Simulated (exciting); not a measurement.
NaTlO, space group P6_3mc, O K edge of atom 5, with 3 Na at 2.29 Å and 3 Tl at 2.47 Å (distorted octahedral, site symmetry 3m); the tensor is averaged over the atoms equivalent by symmetry. Method: exciting, all-electron LAPW+lo, LDA, exchange and screened direct term (singlet BSE), 5×5×1 shifted k points, 40 conduction bands, |G+q| up to 3 bohr⁻¹, full RPA screening with nempty = 73, Lorentzian half width 0.45 eV.

```xyz
6
Lattice="3.4844 0.0000 0.0000 -1.7422 3.0176 0.0000 0.0000 0.0000 11.3946" Properties=species:S:1:pos:R:3 pbc="T T T"
Tl    1.7422    1.0059    7.0159
Tl    0.0000    2.0117    1.3186
Na    0.0000    2.0117    4.4882
Na    1.7422    1.0059   10.1855
O     0.0000    0.0000    5.5879
O     0.0000    0.0000   11.2852
```

Energy from the Kohn–Sham onset, core level to the lowest empty state found on the meshes used; scaled to the maximum of the polarisation mean:

```
E (eV)  curve 1  curve 2
  -3.5     0.03     0.02
  -3.0     0.03     0.03
  -2.5     0.04     0.03
  -2.0     0.06     0.04
  -1.5     0.08     0.06
  -1.0     0.13     0.08
  -0.5     0.25     0.13
   0.0     0.64     0.25
   0.5     1.25     0.60
   1.0     0.85     1.07
   1.5     0.57     0.92
   2.0     0.42     0.65
   2.5     0.37     0.55
   3.0     0.49     0.80
   3.5     0.41     0.63
   4.0     0.39     0.48
   4.5     0.56     0.42
   5.0     0.59     0.41
   5.5     0.47     0.41
   6.0     0.33     0.30
   6.5     0.25     0.24
   7.0     0.26     0.24
   7.5     0.38     0.36
   8.0     0.27     0.36
   8.5     0.18     0.32
   9.0     0.18     0.37
   9.5     0.19     0.28
  10.0     0.20     0.21
  10.5     0.25     0.17
  11.0     0.24     0.16
  11.5     0.24     0.17
  12.0     0.30     0.21
  12.5     0.42     0.24
  13.0     0.39     0.21
  13.5     0.34     0.17
  14.0     0.32     0.17
  14.5     0.33     0.20
  15.0     0.26     0.24
  15.5     0.20     0.31
  16.0     0.21     0.29
  16.5     0.23     0.23
  17.0     0.26     0.21
  17.5     0.18     0.25
  18.0     0.17     0.30
```

**Question.** The curves are the diagonal elements of Im ε for ε ∥ c and ⊥ c. Which is which?

Curve 1: ε ∥ c, maxima 0.5 eV (1.26), 3.0 eV (0.50) and 4.7 eV (0.64); 4 lower ones aren't listed. Curve 2: ε ⊥ c, maxima 1.0 eV (1.08), 3.0 eV (0.80) and 5.3 eV (0.42); 4 lower ones aren't listed. A K edge probes the empty p states along ε, which follow the bonds' lengths and directions.

[Banner, clock and machine lines of the logs are left out without a mark of their own.]

[Logs are printed without paths, hosts, clocks, repeated set-up lines and the standing remarks that a program may print on its own settings, such as how far it seeks lower states.]

[Hosts, paths, dates, database ids (printed as entryN), source tags and the programs' standing remarks are cut or masked in the printed files.]
